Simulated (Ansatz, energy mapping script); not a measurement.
**YNiO2 in the infinite layer structure: exchange couplings from total energies**

Wanted: the magnetic order of YNiO2 in the infinite layer structure, its couplings and an estimate of its ordering temperature, by PBE+U (6 eV).

Calculated with Ansatz 0.2.0; PBE with U = 6 eV on Ni d, ortho-atomic projectors; plane waves, U on orthogonalised atomic orbitals unless named otherwise, collinear spin, no spin–orbit coupling.

## Step 1: Starting point

Symmetry: P4/mmm, No. 123, tetragonal system. The conventional cell has a = 3.932 Å, b = 3.932 Å, c = 3.103 Å, α = 90.00°, β = 90.00°, γ = 90.00°. Y has 8 O at 2.50 Å nearest. Nearest to Ni lie 4 O at 1.97 Å. O has 2 Ni at 1.97 Å and 4 Y at 2.50 Å nearest. infinite layer prototype, lattice guessed from radii. Farther neighbours and most contacts between anions are not listed.

Structure file:

```cif
data_structure
_symmetry_space_group_name_H-M 'P4/mmm'
_symmetry_Int_Tables_number 123
_cell_length_a 3.9324
_cell_length_b 3.9324
_cell_length_c 3.1031
_cell_angle_alpha 90.000
_cell_angle_beta 90.000
_cell_angle_gamma 90.000
_cell_volume 47.99
loop_
_atom_site_label
_atom_site_type_symbol
_atom_site_symmetry_multiplicity
_atom_site_Wyckoff_symbol
_atom_site_fract_x
_atom_site_fract_y
_atom_site_fract_z
_atom_site_occupancy
Y1 Y 1 d 0.50000 0.50000 0.50000 1
Ni1 Ni 1 a 0.00000 0.00000 0.00000 1
O1 O 2 f 0.50000 0.00000 0.00000 1
```

This cell was built for the study (infinite layer prototype, lattice guessed from radii), not taken from an experiment; the compound need not form in this structure.

The cell was relaxed beforehand in Ansatz under PBE with U = 6 eV on Ni d, ortho-atomic projectors, from parallel moments.

A Hubbard U penalises fractional filling of the shell. It raises the cost of virtual hops to the neighbours, so couplings that rest on such hops usually weaken.

## Step 2: Probe run

One run in the crystal's own cell, under PBE with U = 5.4 eV on Ni d, ortho-atomic projectors, shows which elements keep a moment. Transition or f elements with 0.3 μB or more enter the spin model; moments induced on other atoms do not.

File input.yaml:

```yaml
crystal:
  lattice:
    - [3.932394766, 0.0, 0.0]
    - [0.0, 3.932394766, 0.0]
    - [0.0, 0.0, 3.103120039]
  atoms:
    - { symbol: "Y", position: [0.5, 0.5, 0.5] }
    - { symbol: Ni, position: [0.0, 0.0, 0.0], spin: 2.0 }
    - { symbol: O, position: [0.5, 0.0, 0.0] }
    - { symbol: O, position: [0.0, 0.5, 0.0] }
magnetization:
  spin_polarized: true
kpoints:
  mp_grid: { grid: [7, 7, 8] }
hamiltonian:
  xc: pbe
  hubbard:
    sites: [{ species: Ni, l: d, u_eff: 5.4 }]
    projectors: ortho-atomic
scf:
  occupations: { method: fermi_dirac, width: 0.05 }
output:
  eigenvalues: true
```

Run with:

```console
$ ansatz run input.yaml --threads 4 --pin off --max-ram 8192MiB --backend cpu --events-out ev --progress --plain --runs-dir out
```

Numbers of over 12 decimals in the logs are rounded to 6 here.

Output:

```text
Engine: ansatz 0.2.0, aarch64-unknown-linux-gnu
Pseudopotentials: kind: paw
Pseudopotential: Y, paw, valence charge 11, recommended cutoff 420 eV (normal), Y.paw.azcp
Pseudopotential: Ni, paw, valence charge 18, recommended cutoff 420 eV (normal), Ni.paw.azcp
Pseudopotential: O, paw, valence charge 6, recommended cutoff 420 eV (normal), O.paw.azcp
Functional definition: PBE
  parameter kappa = 0.804
  parameter beta = 0.066725
  exchange = pbe_x(kappa = kappa, mu = beta*pi^2/3)
  correlation = pbe_c(beta = beta)
Crystal: 4 atoms, lattice volume = 47.986 Å³
Basis set: ecut = 420 eV, 947 PW (Γ)
Bands: 26, of which v1, the nominal top of the filled ones, is band 21 counted from 1 (20 counted from 0)
Symmetry: 16 space group operations
Space group: P4/mmm (ITA 123), of the structure as read, at distance tolerance 3.6e-5 Å
Magnetic group: BNS 123.339 (UNI 999), of the structure as read, at distance tolerance 3.6e-5 Å
k-points: 50 of 392
Non-local potential: Y, projectors of the file, l = 0: 3, l = 1: 2, l = 2: 2, l = 3: 1
Non-local potential: Ni, projectors of the file, l = 0: 3, l = 1: 2, l = 2: 3, l = 3: 1
Non-local potential: O, projectors of the file, l = 0: 2, l = 1: 2, l = 2: 1
PAW form: soft (Blöchl's): semilocal exchange-correlation on the pseudo side does not see the compensation charge
PAW one-centre angular grid: Y, 590 points (default); XC on 64 Gauss nodes
PAW one-centre angular grid: Ni, 590 points (default); XC on 64 Gauss nodes
PAW one-centre angular grid: O, 110 points (default); XC on 64 Gauss nodes
Initial density: superposition of atomic densities (chi_scale 0.1, normalization cell, long waves kept (reshape's long-wave potential 0.00 eV rms))
Starting moments: Σ|m| = 2 μB on 1 of 4 sites
Initial wavefunctions: pseudopotential atomic-orbital guess
Functional: x = pbe(κ = 0.804, μ = 0.219515), c = pbe(β = 0.066725)
SCF iter   1: F=—  HF=-10826.931559 eV  |F-HF|=—  |Δ(HF+E_count)|=         —  Δρ=2.34e-1 (↑5.15e-2 ↓2.34e-1)  dr2=2.52e1  dr2_m=5.00e0  M=0.351 μB ∫|m|=0.434 μB  β_m=0.30  ethr=3.10e-3  ⟨swp⟩=5.3  Hψ=9297  notcnv=0
preconditioner: auto → Resta (q_TF=auto, 2.658 Å⁻¹)  ε∞=5.7  [insulator: Δε(μ)=0.145 eV  Ē_g=13.793 eV  σ=0.050 eV  W_gap=0.59  n_scr=18 (ndim 8)  ℏωp=29.8 eV  f_vac=0.000  D(μ)=0.32/eV (n_scr^D=0)  ε∞_Penn≈5.7]
spin=Collinear: Resta preconditioning applied to the charge; magnetization (m = ρ↑ − ρ↓) channel mixes plain (no charge-response kernel on spin).
SCF iter   2: F=—  HF=-10824.011920 eV  |F-HF|=—  |Δ(HF+E_count)|=    2.92e0  Δρ=5.18e-2 (↑5.02e-2 ↓5.18e-2)  dr2=5.81e-1  dr2_m=6.53e-1  M=0.873 μB ∫|m|=1.074 μB  β_m=0.30  ethr=3.10e-3  ⟨swp⟩=3.2  Hψ=6673  notcnv=0  defer=102
[...]
spin-set hold released at iteration 15 (site moments contracting): the magnetisation degrees of freedom join the quasi-Newton model from the next iteration; the mixer history was flushed
[...]
SCF 1 converged in 21 iterations: F = -10825.059408 eV  dr2 = 1.25e-8
[...]
Symmetry: 1 space group operations
k-points: 197 of 392 (time reversal used)
[...]
spin=Collinear: Resta preconditioning applied to the charge; magnetization (m = ρ↑ − ρ↓) channel mixes plain (no charge-response kernel on spin).
[...]
spin=Collinear: Kerker preconditioning applied to the charge; magnetization (m = ρ↑ − ρ↓) channel mixes plain (no charge-response kernel on spin).
[...]
SCF 2 converged in 14 iterations: F = -10825.059408 eV  dr2 = 5.06e-9
an SCF from ferromagnetic starting moments (0.00, 2.00, 0.00, 0.00 Bohr magnetons, atom by atom) closed no lower than the state that the run had reached (-0.00 meV in free energy), which stands; the SCF set out from the atoms and, under a Hubbard term, can stand on another filling of the shells than the run's state, so that by this SCF it is not known whether that order lies lower
SCF converged after 21 iterations
Magnetization: 0.9226 μB (20.9613 up, 20.0387 down)
Absolute magnetization: 1.0142 μB (∫|ρ↑−ρ↓|, with the PAW one-centre terms)
Spin contamination: 0.0226 ħ² per cell (⟨S²⟩ above its minimum at these occupations)
Per-site moments (μB) at R_I (Å): [(-0.00249383, 1.033168), (0.876719, 0.811056), (0.016841, 0.811056), (0.016841, 0.811056)]
Free energy (F): -10825.059408 eV
Harris-Foulkes:  -10825.059408 eV  (|F-HF|=9.31e-9)
Internal energy: -10825.055785 eV  (E = F + TS)
E sigma→0 (E₀):  -10825.057596 eV
Entropy (-TS):   -0.003623 eV (-0.906 meV/atom)
Fermi energy:    13.798445 eV
--- Per-component energies (eV) ---
  E_band       = -404.007033
  E_kinetic    = 938.318747
  E_local      = -5498.245857  (includes V_loc(G=0)·N_el)
  E_nonlocal   = 795.020979
  E_hartree    = 2272.300237
  E_xc         = -405.733221
  E_vxc        = -496.829940  (∫ρ·V_xc dr)
  E_hubbard    = 1.243962  (on-site DFT+U / exact-exchange correction)
  E_vhub       = -21.203493  (the Hubbard potential's part of the band-sum identity)
  E_paw        = -4780.272527  (= ΣΔE_a)
  E_vpaw       = -665.670097  (= ΣTr[D̂ρ^β])
  E_aug_tail   = 0.005346  (compensation charges beyond the density's cutoff)
  E_ewald      = -4147.693453
  E_smearing   = -0.003623  (= −TS)
  E_closure    = 0.000000  (closes the sum)
  Σ components = -10825.059408   (vs F -10825.059408, Δ=0.00e0)
--- Band table (eV; the first three rows and the last of 100) ---
  k-point 0 ↑: bands = [... 17 lower, 10.4458, 10.4879, 10.4879, 10.6269, 13.0543, 15.1066, 16.5372, 16.8834, ... 1 higher]
  k-point 1 ↑: bands = [... 17 lower, 10.2487, 10.4836, 10.5203, 10.5203, 13.6040, 15.5234, 16.9245, 17.0849, ... 1 higher]
  k-point 2 ↑: bands = [... 17 lower, 10.1211, 10.4276, 10.4276, 10.9488, 15.0132, 16.6690, 17.0302, 18.1977, ... 1 higher]
  k-point 49 ↓: bands = [... 17 lower, 12.0537, 12.1269, 12.9987, 13.2618, 16.5248, 16.6311, 17.9429, 18.7686, ... 1 higher]
Occupation matrices written to <dir>
```

Wall time 22 s (4 threads of Arm Neoverse V2, shared host); peak memory 0.79 GiB; 83 s of CPU time.

Spin moment in the sphere by atom:

| atom | spin moment in the sphere (μB) |
| --- | --- |
| Y1 | -0.002 |
| Ni2 | 0.877 |
| O3 | 0.017 |
| O4 | 0.017 |

The run ends ferromagnetic; Ni carries the moments.

## Step 3: A run to fix the orbital filling

A corrected shell can settle in several orbital fillings. One parallel run, with an occupation width a fifth wider than the orders use, therefore is to supply the occupation matrices. All orders start from them.

input.yaml, the sections that differ from step 2:

```yaml
kpoints:
  mp_grid: { grid: [9, 9, 12] }
hamiltonian:
  xc: pbe
  hubbard:
    sites: [{ species: Ni, l: d, u_eff: 6.0 }]
    projectors: ortho-atomic
scf:
  occupations: { method: fermi_dirac, width: 0.06 }
# crystal, magnetization, output: as in step 2
```

Output:

```text
[...]
Crystal: 4 atoms, lattice volume = 47.986 Å³
Basis set: ecut = 420 eV, 947 PW (Γ)
Bands: 26, of which v1, the nominal top of the filled ones, is band 21 counted from 1 (20 counted from 0)
Symmetry: 16 space group operations
[...]
k-points: 105 of 972
[...]
Starting moments: Σ|m| = 2 μB on 1 of 4 sites
[...]
SCF iter   1: F=—  HF=-10826.631508 eV  |F-HF|=—  |Δ(HF+E_count)|=         —  Δρ=2.35e-1 (↑5.14e-2 ↓2.35e-1)  dr2=2.55e1  dr2_m=4.96e0  M=0.372 μB ∫|m|=0.454 μB  β_m=0.30  ethr=3.10e-3  ⟨swp⟩=5.2  Hψ=19493  notcnv=0
[...]
SCF iter  15: F=—  HF=-10824.922901 eV  |F-HF|=—  |Δ(HF+E_count)|=   8.21e-4  Δρ=9.29e-4 (↑9.29e-4 ↓7.71e-4)  dr2=2.83e-5  dr2_m=3.14e-4  M=0.890 μB ∫|m|=0.994 μB  β_m=0.30  ethr=2.05e-8  ⟨swp⟩=2.1  Hψ=9745  notcnv=0  defer=150
[...]
spin-set hold released at iteration 15 (site moments' squared step at or under half its running peak, from the soft ceiling on): the magnetisation degrees of freedom join the quasi-Newton model from the next iteration; the mixer history was flushed
SCF iter  16: F=—  HF=-10824.923362 eV  |F-HF|=—  |Δ(HF+E_count)|=   4.62e-4  Δρ=7.36e-4 (↑7.36e-4 ↓7.08e-4)  dr2=1.18e-5  dr2_m=2.26e-4  M=0.890 μB ∫|m|=0.992 μB  β_m=0.60  ethr=2.05e-8  ⟨swp⟩=2.1  Hψ=9689  notcnv=0  defer=150
[...]
SCF iter  22: F=-10824.924042 eV  HF=-10824.924042 eV  |F-HF|=4.06e-9  |Δ(HF+E_count)|=   1.06e-8  Δρ=1.43e-6 (↑1.22e-6 ↓1.43e-6)  dr2=4.73e-9  dr2_m=8.03e-11  M=0.889 μB ∫|m|=0.981 μB  ethr=2.44e-10  ⟨swp⟩=2.4  Hψ=11693  notcnv=0
SCF 1 converged in 22 iterations: F = -10824.924042 eV  dr2 = 4.73e-9
[...]
Symmetry: 1 space group operations
k-points: 487 of 972 (time reversal used)
[...]
SCF 2 converged in 14 iterations: F = -10824.924042 eV  dr2 = 4.08e-9
[...]
SCF converged after 22 iterations
Magnetization: 0.8889 μB (20.9444 up, 20.0556 down)
Absolute magnetization: 0.9785 μB (∫|ρ↑−ρ↓|, with the PAW one-centre terms)
[...]
Per-site moments (μB) at R_I (Å): [(-0.00199561, 1.033168), (0.861005, 0.811056), (0.00487681, 0.811056), (0.00487681, 0.811056)]
Free energy (F): -10824.924042 eV
[...]
Internal energy: -10824.917399 eV  (E = F + TS)
E sigma→0 (E₀):  -10824.920720 eV
Entropy (-TS):   -0.006644 eV (-1.661 meV/atom)
Fermi energy:    13.840152 eV
[...]
--- Band table (eV; the first three rows and the last of 210) ---
  k-point 0 ↑: bands = [... 17 lower, 10.2519, 10.4403, 10.4403, 10.6160, 13.0490, 15.0923, 16.5416, 16.8751, ... 1 higher]
  k-point 1 ↑: bands = [... 17 lower, 10.2210, 10.4029, 10.4335, 10.4335, 13.3001, 15.2864, 16.8009, 16.8944, ... 1 higher]
  k-point 2 ↑: bands = [... 17 lower, 10.0283, 10.3970, 10.3970, 10.4905, 14.0079, 15.8225, 16.9491, 17.4387, ... 1 higher]
  k-point 104 ↓: bands = [... 17 lower, 11.8837, 11.9895, 12.8040, 13.1186, 16.4851, 16.5523, 17.9166, 18.7910, ... 1 higher]
Occupation matrices written to <dir>
```

Run time: 52 s. Hardware: 4 threads; peak memory 1.4 GiB.

Read from the output:

```yaml
final_state: ferromagnetic
electrons_in_the_corrected_shells: 8.779 e
largest_moment: 0.861 μB
```

## Step 4: Order 1: parallel, cell A of 8 atoms

The parallel order is the zero of energy for this cell and mesh.

File input.yaml:

```yaml
crystal:
  lattice:
    - [3.932394766, 0.0, 0.0]
    - [0.0, 3.932394766, 3.103120039]
    - [0.0, -3.932394766, 3.103120039]
  atoms:
    - { symbol: "Y", position: [0.5, 0.5, 0.0] }
    - { symbol: "Y", position: [0.5, 0.0, 0.5] }
    - { symbol: Ni, position: [0.0, 0.0, 0.0], spin: 2.0 }
    - { symbol: Ni, position: [0.0, 0.5, 0.5], spin: 2.0 }
    - { symbol: O, position: [0.5, 0.0, 0.0] }
    - { symbol: O, position: [0.5, 0.5, 0.5] }
    - { symbol: O, position: [0.0, 0.25, 0.75] }
    - { symbol: O, position: [0.0, 0.75, 0.25] }
magnetization:
  spin_polarized: true
kpoints:
  mp_grid: { grid: [9, 8, 8] }
hamiltonian:
  xc: pbe
  hubbard:
    sites:
      - { species: Ni, l: d, u_eff: 6.0 }
      - { site: 2, l: d, u_eff: 6.0, starting_ns: [{ spin: up, occupation_matrix: ni2_major }, { spin: down, occupation_matrix: ni2_minor }] }
      - { site: 3, l: d, u_eff: 6.0, starting_ns: [{ spin: up, occupation_matrix: ni2_major }, { spin: down, occupation_matrix: ni2_minor }] }
    projectors: ortho-atomic
    occupation_matrices:
      ni2_major:
        matrix:
          - [0.928, 0.0, 0.0, 0.0, 0.0]
          - [0.0, 0.981, 0.0, 0.0, 0.0]
          - [0.0, 0.0, 0.981, 0.0, 0.0]
          - [0.0, 0.0, 0.0, 0.946, 0.0]
          - [0.0, 0.0, 0.0, 0.0, 0.987]
      ni2_minor:
        matrix:
          - [0.888, 0.0, 0.0, 0.0, 0.0]
          - [0.0, 0.975, 0.0, 0.0, 0.0]
          - [0.0, 0.0, 0.975, 0.0, 0.0]
          - [0.0, 0.0, 0.0, 0.133, 0.0]
          - [0.0, 0.0, 0.0, 0.0, 0.984]
scf:
  occupations: { method: fermi_dirac, width: 0.05 }
output:
  eigenvalues: true
  write_density: true
  write_potential: true
  elf: true
  volumetric_format: npy
```

Output:

```text
[...]
Crystal: 8 atoms, lattice volume = 95.972 Å³
Basis set: ecut = 420 eV, 1895 PW (Γ)
Bands: 52, of which v1, the nominal top of the filled ones, is band 41 counted from 1 (40 counted from 0)
Symmetry: 16 space group operations
[...]
k-points: 105 of 576
[...]
Starting moments: Σ|m| = 4 μB on 2 of 8 sites
[...]
SCF iter   1: F=—  HF=-21655.520026 eV  |F-HF|=—  |Δ(HF+E_count)|=         —  Δρ=1.91e-1 (↑4.42e-2 ↓1.91e-1)  dr2=3.42e1  dr2_m=5.95e0  M=1.663 μB ∫|m|=1.692 μB  β_m=0.30  ethr=3.10e-3  ⟨swp⟩=5.9  Hψ=35642  notcnv=0  defer=12
[...]
SCF iter  19: F=-21649.848031 eV  HF=-21649.848031 eV  |F-HF|=8.44e-8  |Δ(HF+E_count)|=   1.92e-7  Δρ=7.27e-6 (↑4.88e-6 ↓7.27e-6)  dr2=9.05e-8  dr2_m=4.78e-9  M=1.796 μB ∫|m|=1.980 μB  ethr=4.06e-11  ⟨swp⟩=3.6  Hψ=31606  notcnv=0
SCF 1 converged in 19 iterations: F = -21649.848031 eV  dr2 = 9.05e-8
[...]
SCF converged after 19 iterations
Magnetization: 1.7964 μB (41.8982 up, 40.1018 down)
Absolute magnetization: 1.9762 μB (∫|ρ↑−ρ↓|, with the PAW one-centre terms)
[...]
Per-site moments (μB) at R_I (Å): [(-0.00023669, 1.033168), (-0.00023669, 1.033168), (0.864787, 0.811056), (0.864787, 0.811056), (0.00611792, 0.811056), (0.00611792, 0.811056), (0.00652957, 0.811056), (0.00652957, 0.811056)]
Free energy (F): -21649.848031 eV
[...]
Internal energy: -21649.839154 eV  (E = F + TS)
E sigma→0 (E₀):  -21649.843592 eV
Entropy (-TS):   -0.008877 eV (-1.110 meV/atom)
Fermi energy:    13.825035 eV
[...]
--- Specified on-site occupations, and those of the state reported ---
  electrons in the specified blocks: 17.5560 specified, 17.5598 found
  site 2 (l=d) ↑: largest change of an orbital's occupation 0.0025; electrons 4.8230 specified, 4.8248 found; spectral distance 0.0025
[...]
site 2 (l=d) ↓: largest change of an orbital's occupation 0.0002; electrons 3.9550 specified, 3.9551 found; spectral distance 0.0002
[...]
--- Band table (eV; the first three rows and the last of 210) ---
  k-point 0 ↑: bands = [... 37 lower, 10.6191, 10.9165, 10.9532, 11.2587, 12.4603, 13.0411, 15.0922, 16.5377, ... 7 higher]
  k-point 1 ↑: bands = [... 37 lower, 10.6524, 10.8972, 10.9424, 11.2203, 12.3511, 13.2297, 15.3056, 16.7108, ... 7 higher]
  k-point 2 ↑: bands = [... 37 lower, 10.8326, 10.8716, 10.9105, 11.1210, 12.0910, 13.7619, 15.8430, 16.7909, ... 7 higher]
  k-point 104 ↓: bands = [... 37 lower, 12.1381, 12.1729, 12.5908, 15.5789, 16.7270, 16.7985, 16.9973, 17.3420, ... 7 higher]
Occupation matrices written to <dir>
```

Wall time 31 s (4 threads); peak memory 1.1 GiB; 2 min of CPU time.

Spin moment in the sphere by atom:

| atom | spin moment in the sphere (μB) |
| --- | --- |
| Y1 | 0.000 |
| Y2 | 0.000 |
| Ni3 | 0.865 |
| Ni4 | 0.865 |
| O5 | 0.006 |
| O6 | 0.006 |
| O7 | 0.007 |
| O8 | 0.007 |

The run ends ferromagnetic.

Spin density in the ac plane at fractional y = 0.000, with atoms of Y and Ni and O within 0.2 Å of it.

Ten even steps from '0' (0.0 e/Å³) to '9' (3.1 e/Å³), each cell a mean:
```
53100000000013
10000000000000
00000000000000
00000000000000
00000000000000
00000000000000
00000000000000
00000000000000
00000000000000
00000000000000
00000000000000
00000000000000
00000000000000
00000000000000
00000000000000
41000000000002
97200000000038
```
Columns run along a (3.9 Å), rows up along c (5.0 Å). Atoms in or near the plane, at fractional coordinates: Y at (0.50, 0.50), Ni at (0.00, 0.00), O at (0.50, 0.00).

ELF in the ac plane at fractional y = 0.000, with atoms of Y and Ni and O within 0.2 Å of it. It is the smooth field of the valence electrons, not physical close to the nuclei.

Ten even steps from '0' (0.04) to '9' (0.85), each cell a mean:
```
65215976883135
33214899972123
11112578741111
11100122210011
11000122200011
21002688851011
10016999995001
00038986897100
00039975897100
00027998996100
21003899972001
21000244310011
11000011000011
11101466531011
22113799962122
54215987883135
75216963784136
```
Columns run along a (3.9 Å), rows up along c (5.0 Å). Atoms in or near the plane, at fractional coordinates: Y at (0.50, 0.50), Ni at (0.00, 0.00), O at (0.50, 0.00).

[end of part 1 of 3]

[Logs and program files are shortened in this print: banners, set-up blocks, solver, clock and traceback lines can be left out without a mark of their own.]

[Logs are printed without paths, hosts, clocks, repeated set-up lines and the standing remarks that a program may print on its own settings, such as how far it seeks lower states.]

[Hosts, paths, dates, database ids (printed as entryN), source tags and the programs' standing remarks are cut or masked in the printed files.]

[Where a cell is said to come from a database of computed structures, the database is the Materials Project.]
